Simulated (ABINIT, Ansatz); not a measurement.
# CdF2 (Fm-3m): changed settings of a GW run in ABINIT

A base run on CdF2 (Fm-3m), then changed inputs.

Program: ABINIT 10.8.3. Level of theory: PBE and many-body steps on it, plane waves. Results are calculated unless marked as measured.

## 1. Starting point

It takes space group Fm-3m (No. 225, cubic). The conventional cell has a = 5.388 Å, b = 5.388 Å, c = 5.388 Å, α = 90.00°, β = 90.00°, γ = 90.00°. Nearest to Cd lie 8 F at 2.33 Å. F has 4 Cd at 2.33 Å nearest. Farther neighbours and most contacts between anions are not listed.

The cell and positions come from the Crystallography Open Database and are kept as given unless a step says otherwise.

## 2. Screening, 4×4×4 mesh, 64 bands, screening to 141.5 eV

This step: ABINIT 10.8.3; RPA screening on PBE, plane waves, norm-conserving pseudopotentials.

The RPA dielectric matrix is built and inverted for each q.

File run.abi:

```
acell 3*1.0 Angstrom
rprim 
  0.000000000000 2.694000000000 2.694000000000
  2.694000000000 -0.000000000000 2.694000000000
  2.694000000000 2.694000000000 -0.000000000000
ntypat 2
znucl 48 9
natom 3
typat 1 2 2
xred 
  0.000000000000 0.000000000000 0.000000000000
  0.250000000000 0.250000000000 0.250000000000
  0.750000000000 0.750000000000 0.750000000000
pp_dirpath "pseudos"
pseudos "Cd.upf, F.upf"
ecut 47
ngkpt 4 4 4
nshiftk 1
shiftk 0 0 0
kptopt 1
chksymbreak 0
istwfk *1
occopt 1
irdwfk 1
optdriver 3
nband 64
ecuteps 5.2
inclvkb 2
awtr 1
symchi 1
indata_prefix "in"
outdata_prefix "out"
tmpdata_prefix "tmp"
```

Command:

```sh
OMP_NUM_THREADS=1 mpirun -n 4 abinit run.abi > log
```

The program printed:

```text
.Version 10.8.3 of ABINIT. v10.8.2 released Aug 2026.

 Symmetries : space group Fm -3 m (#225); Bravais cF (face-center cubic)
[... echo of the input left out ...]
== DATASET  1 ==================================================================
-   mpi_nproc: 4, omp_nthreads: 1 (-1 if OMP is not activated)

--- !DatasetInfo
iteration_state: {dtset: 1, }
dimensions: {natom: 3, nkpt: 8, mband: 64, nsppol: 1, nspinor: 1, nspden: 1, mpw: 4092, }
cutoff_energies: {ecut:  47.0, pawecutdg:  -1.0, }
electrons: {nelect:   3.40000000E+01, charge:   0.00000000E+00, occopt:   1.00000000E+00, tsmear:   1.00000000E-02, }

 SCREENING: Calculation of the susceptibility and dielectric matrices

 Based on a program developped by R.W. Godby, V. Olevano, G. Onida, and L. Reining.
 Incorporated in ABINIT by V. Olevano, G.-M. Rignanese, and M. Torrent.
.Using double precision arithmetic ; gwpc =  8

[... cell and pseudopotentials left out ...]
--------------------------------------------------------------------------------

 ==== K-mesh for the wavefunctions ====
 Number of points in the irreducible wedge :     8
[... list of points left out ...]
 Together with 48 symmetry operations and time-reversal symmetry
 yields    64 points in the full Brillouin Zone.

 ==== Q-mesh for the screening function ====
 Number of points in the irreducible wedge :     8
[... list of points left out ...]
 Together with 48 symmetry operations and time-reversal symmetry
 yields    64 points in the full Brillouin Zone.

 setmesh: FFT mesh size selected  =    30x   30x   30
          total number of points  =        27000

 vcoul_init : cutoff-mode = AUXILIARY_FUNCTION
 q-points for optical limit:   1
     1)      0.000010    0.000020    0.000030

- screening: taking advantage of time-reversal symmetry
- Maximum band index for partially occupied states nbvw = 17
- Remaining bands to be divided among processors   nbcw = 47
- Number of bands treated by each node ~11

 Number of electrons calculated from density =   34.0000; Expected =   34.0000
 average of density, n =  0.128843
 r_s =    1.2282
 omega_plasma =   34.6246 [eV]

 calculating chi0 at frequencies [eV] :
  1    0.000000E+00    0.000000E+00
  2    0.000000E+00    3.462465E+01

--------------------------------------------------------------------------------
  q-point number  1        q = ( 0.000000, 0.000000, 0.000000) [r.l.u.]
--------------------------------------------------------------------------------
[... chi0 elements left out ...]
 For q-point:  0.000010 0.000020 0.000030
  dielectric constant =   2.7455
  dielectric constant without local fields =   2.8844

  Average fulfillment of the sum rule on Im[epsilon] for q-point    1 :     40.35  [%]
[... wings left out ...]
  q-point number  2        q = ( 0.250000, 0.000000, 0.000000) [r.l.u.]
--------------------------------------------------------------------------------
[... chi0 elements left out ...]
  Average fulfillment of the sum rule on Im[epsilon] for q-point    2 :     57.44  [%]

 [... 6 further q-points ...]
```

The job ended after 16 s (4 MPI ranks of Arm Neoverse V2, shared host; peak memory 0.84 GiB).

This step gave:

```
ε∞ with local fields, on this mesh, along the program's q direction : 2.745
the same without local fields                                       : 2.884
plasma frequency                                                    : 34.62 eV
plane waves in the screening matrix                                 : 169
```

Local fields lower ε∞ by 5 %. On a Γ-centred mesh this coarse the value itself is usually too large, while a short band sum pulls it down.

## 3. Base

The self-energy is evaluated for the states that the input lists, and the levels follow from it, in one-shot runs by the linearised quasiparticle equation.

This step: G0W0 on PBE, plane waves, norm-conserving pseudopotentials.

run.abi: that of step 2 with these lines changed.

```diff
@@ -24,8 +24,17 @@
 irdwfk 1
-optdriver 3
+optdriver 4
 nband 64
+gwcalctyp 0
+ecutsigx 47
+symsigma 1
+nkptgw 2
+kptgw 
+  -0.2500000000 0.5000000000 0.2500000000
+  0.0000000000 0.0000000000 0.0000000000
+bdgw 
+  16 19
+  15 21
 ecuteps 5.2
-inclvkb 2
-awtr 1
-symchi 1
+irdscr 1
+ppmodel 1
 indata_prefix "in"
```

The program printed:

```text
.Version 10.8.3 of ABINIT. v10.8.2 released Aug 2026.

 Symmetries : space group Fm -3 m (#225); Bravais cF (face-center cubic)
[... echo of the input left out ...]
== DATASET  1 ==================================================================
-   mpi_nproc: 4, omp_nthreads: 1 (-1 if OMP is not activated)

--- !DatasetInfo
iteration_state: {dtset: 1, }
dimensions: {natom: 3, nkpt: 8, mband: 64, nsppol: 1, nspinor: 1, nspden: 1, mpw: 4092, }
cutoff_energies: {ecut:  47.0, pawecutdg:  -1.0, }
electrons: {nelect:   3.40000000E+01, charge:   0.00000000E+00, occopt:   1.00000000E+00, tsmear:   1.00000000E-02, }

 SIGMA: Calculation of the GW corrections

 Based on a program developped by R.W. Godby, V. Olevano, G. Onida, and L. Reining.
 Incorporated in ABINIT by V. Olevano, G.-M. Rignanese, and M. Torrent.
.Using double precision arithmetic ; gwpc =  8

[... cell and pseudopotentials left out ...]
--------------------------------------------------------------------------------

 ==== K-mesh for the wavefunctions ====
 Number of points in the irreducible wedge :     8
[... list of points left out ...]
 Together with 48 symmetry operations and time-reversal symmetry
 yields    64 points in the full Brillouin Zone.

 ==== Q-mesh for screening function ====
 Number of points in the irreducible wedge :     8
[... list of points left out ...]
 Together with 48 symmetry operations and time-reversal symmetry
 yields    64 points in the full Brillouin Zone.

 vcoul_init : cutoff-mode = AUXILIARY_FUNCTION
 q-points for optical limit:   1
     1)      0.000010    0.000020    0.000030
 setmesh: FFT mesh size selected  =    45x   45x   45
          total number of points  =        91125

 Number of electrons calculated from density =   34.0000; Expected =   34.0000
 average of density, n =  0.128843
 r_s =    1.2282
 omega_plasma =   34.6246 [eV]

 === KS Band Gaps ===
  >>>> For spin  1
   Minimum direct gap =   3.6194 [eV], located at k-point      :   0.0000  0.0000  0.0000
   Fundamental gap    =   3.1240 [eV], Top of valence bands at :  -0.2500  0.5000  0.2500
                                       Bottom of conduction at :   0.0000  0.0000  0.0000
 SIGMA fundamental parameters:
 PLASMON POLE MODEL  1
 number of plane-waves for SigmaX                 4015
 number of plane-waves for SigmaC and W            169
 number of plane-waves for wavefunctions          4015
 number of bands                                    64
 number of independent spin polarizations            1
 number of spinorial components                      1
 number of k-points in IBZ                           8
 number of q-points in IBZ                           8
 number of symmetry operations                      48
 number of k-points in BZ                           64
 number of q-points in BZ                           64
 number of frequencies for dSigma/dE                 9
 frequency step for dSigma/dE [eV]                0.25
 number of omega for Sigma on real axis              0
 max omega for Sigma on real axis  [eV]           0.00
 zcut for avoiding poles [eV]                     0.10

 EPSILON^-1 parameters (SCR file):
 dimension of the eps^-1 matrix on file            169
 dimension of the eps^-1 matrix used               169
 number of plane-waves for wavefunctions          4015
 number of bands                                    64
 number of q-points in IBZ                           8
 number of frequencies                               2
 number of real frequencies                          1
 number of imag frequencies                          1

 matrix elements of self-energy operator (all in [eV])

 Perturbative Calculation

--- !SelfEnergy_ee
iteration_state: {dtset: 1, }
kpoint     : [  -0.250,    0.500,    0.250, ]
spin       : 1
KS_gap     :    8.101
QP_gap     :   11.479
Delta_QP_KS:    3.378
data: !SigmaeeData |
     Band     E0 <VxcDFT>   SigX SigC(E0)      Z dSigC/dE  Sig(E)    E-E0       E
       16   2.536 -23.138 -30.563   5.944   0.792  -0.263 -24.310  -1.172   1.364
       17   3.135 -24.392 -31.575   5.774   0.802  -0.246 -25.523  -1.130   2.005
       18  11.236 -16.752 -10.745  -3.387   0.858  -0.166 -14.504   2.248  13.484
       19  14.664 -10.958  -6.360  -3.328   0.865  -0.157  -9.861   1.098  15.761

--- !SelfEnergy_ee
iteration_state: {dtset: 1, }
kpoint     : [   0.000,    0.000,    0.000, ]
spin       : 1
KS_gap     :    3.619
QP_gap     :    6.097
Delta_QP_KS:    2.477
data: !SigmaeeData |
     Band     E0 <VxcDFT>   SigX SigC(E0)      Z dSigC/dE  Sig(E)    E-E0       E
       15   2.640 -24.993 -32.322   5.627   0.815  -0.227 -26.380  -1.387   1.252
       16   2.640 -24.993 -32.322   5.627   0.815  -0.227 -26.380  -1.387   1.252
       17   2.640 -24.993 -32.322   5.627   0.815  -0.227 -26.380  -1.387   1.252
       18   6.259 -12.403  -7.938  -3.220   0.875  -0.142 -11.313   1.090   7.349
       19  15.876 -10.202  -4.669  -3.954   0.878  -0.139  -8.815   1.387  17.263
       20  15.876 -10.202  -4.669  -3.954   0.878  -0.139  -8.815   1.387  17.263
       21  15.876 -10.202  -4.669  -3.954   0.878  -0.139  -8.815   1.387  17.263

== END DATASET(S) ==============================================================
================================================================================

 -outvars: echo values of variables after computation  --------
           etotal      0.0000000000E+00
            nband          64
             nkpt           8
          spgroup         225
 [... the other variables as echoed above ...]

 Calculation completed.
```

It took 5.3 s on 4 MPI ranks; peak memory 0.7 GiB; 21 s of CPU time.

Numbers from this step:

- G0W0 gap on the points computed: 5.344 eV
- starting gap on the mesh: 3.124 eV
- k of the valence top: -0.25, 0.5, 0.25
- k of the conduction bottom: 0, 0, 0
- Z at the valence top: 0.802
- Z at the conduction bottom: 0.875
- least direct G0W0 gap on the computed points: 6.097 eV

The gap on the mesh goes from 3.12 eV to 5.34 eV, a correction of +2.22 eV.

## 4. Smaller part of the screening matrix

run.abi: that of step 3 with these lines changed.

```diff
@@ -36,3 +36,3 @@
   15 21
-ecuteps 5.2
+ecuteps 1.3
 irdscr 1
```

The program printed:

```text
.Version 10.8.3 of ABINIT. v10.8.2 released Aug 2026.

 Symmetries : space group Fm -3 m (#225); Bravais cF (face-center cubic)
[... echo of the input left out ...]
== DATASET  1 ==================================================================
-   mpi_nproc: 4, omp_nthreads: 1 (-1 if OMP is not activated)

--- !DatasetInfo
iteration_state: {dtset: 1, }
dimensions: {natom: 3, nkpt: 8, mband: 64, nsppol: 1, nspinor: 1, nspden: 1, mpw: 4092, }
cutoff_energies: {ecut:  47.0, pawecutdg:  -1.0, }
electrons: {nelect:   3.40000000E+01, charge:   0.00000000E+00, occopt:   1.00000000E+00, tsmear:   1.00000000E-02, }

 SIGMA: Calculation of the GW corrections

 Based on a program developped by R.W. Godby, V. Olevano, G. Onida, and L. Reining.
 Incorporated in ABINIT by V. Olevano, G.-M. Rignanese, and M. Torrent.
.Using double precision arithmetic ; gwpc =  8

[... cell and pseudopotentials left out ...]
--------------------------------------------------------------------------------

 ==== K-mesh for the wavefunctions ====
 Number of points in the irreducible wedge :     8
[... list of points left out ...]
 Together with 48 symmetry operations and time-reversal symmetry
 yields    64 points in the full Brillouin Zone.

 ==== Q-mesh for screening function ====
 Number of points in the irreducible wedge :     8
[... list of points left out ...]
 Together with 48 symmetry operations and time-reversal symmetry
 yields    64 points in the full Brillouin Zone.

 vcoul_init : cutoff-mode = AUXILIARY_FUNCTION
 q-points for optical limit:   1
     1)      0.000010    0.000020    0.000030
 setmesh: FFT mesh size selected  =    45x   45x   45
          total number of points  =        91125

 Number of electrons calculated from density =   34.0000; Expected =   34.0000
[...]
number of omega for Sigma on real axis              0
 max omega for Sigma on real axis  [eV]           0.00
 zcut for avoiding poles [eV]                     0.10

 EPSILON^-1 parameters (SCR file):
 dimension of the eps^-1 matrix on file            169
 dimension of the eps^-1 matrix used                15
 number of plane-waves for wavefunctions          4015
 number of bands                                    64
 number of q-points in IBZ                           8
 number of frequencies                               2
 number of real frequencies                          1
 number of imag frequencies                          1

 matrix elements of self-energy operator (all in [eV])

 Perturbative Calculation

--- !SelfEnergy_ee
iteration_state: {dtset: 1, }
kpoint     : [  -0.250,    0.500,    0.250, ]
spin       : 1
KS_gap     :    8.101
QP_gap     :   12.991
Delta_QP_KS:    4.890
data: !SigmaeeData |
     Band     E0 <VxcDFT>   SigX SigC(E0)      Z dSigC/dE  Sig(E)    E-E0       E
       16   2.536 -23.138 -30.563   4.166   0.852  -0.173 -25.915  -2.777  -0.241
       17   3.135 -24.392 -31.575   4.040   0.859  -0.164 -27.092  -2.700   0.435
       18  11.236 -16.752 -10.745  -3.518   0.880  -0.136 -14.562   2.190  13.426
[...]
--- !SelfEnergy_ee
iteration_state: {dtset: 1, }
kpoint     : [   0.000,    0.000,    0.000, ]
spin       : 1
KS_gap     :    3.619
QP_gap     :    7.453
Delta_QP_KS:    3.834
data: !SigmaeeData |
     Band     E0 <VxcDFT>   SigX SigC(E0)      Z dSigC/dE  Sig(E)    E-E0       E
[...]
20  15.876 -10.202  -4.669  -3.839   0.885  -0.130  -8.704   1.499  17.375
       21  15.876 -10.202  -4.669  -3.839   0.885  -0.130  -8.704   1.499  17.375

== END DATASET(S) ==============================================================
================================================================================

 -outvars: echo values of variables after computation  --------
           etotal      0.0000000000E+00
            nband          64
             nkpt           8
          spgroup         225
 [... the other variables as echoed above ...]

 Calculation completed.
```

Wall time 3 s (4 MPI ranks); peak memory 0.33 GiB.

This step gave:

```
G0W0 gap on the points computed              : 6.834 eV
starting gap on the mesh                     : 3.124 eV
k of the valence top                         : -0.25, 0.5, 0.25
k of the conduction bottom                   : 0, 0, 0
Z at the valence top                         : 0.859
Z at the conduction bottom                   : 0.886
least direct G0W0 gap on the computed points : 7.454 eV
```

(Part 1 of 2 ends here.)

[Paths, hosts, dates, memory and timing lines, banners, echoed tables and standing remarks are left out of the program output.]

[Logs are printed without paths, hosts, clocks, repeated set-up lines and the standing remarks that a program may print on its own settings, such as how far it seeks lower states.]

[Runs of the session that timed out or met a known fault of the program may be left out.]

[No measured gap is set beside runs whose start may be inverted or whose files or cutoffs have a known fault.]

[Hosts, paths, dates, database ids (printed as entryN), source tags and the programs' standing remarks are cut or masked in the printed files.]

[G0W0 gaps are taken among the corrected bands and points alone; a level outside them can change the order at an edge.]

[Where Ansatz stands beside ABINIT at settings called matched, ABINIT's density can come from a denser mesh and the files from another edition; pairs whose starting gaps differed by over 0.03 eV were left out, so agreement reads better than it is.]
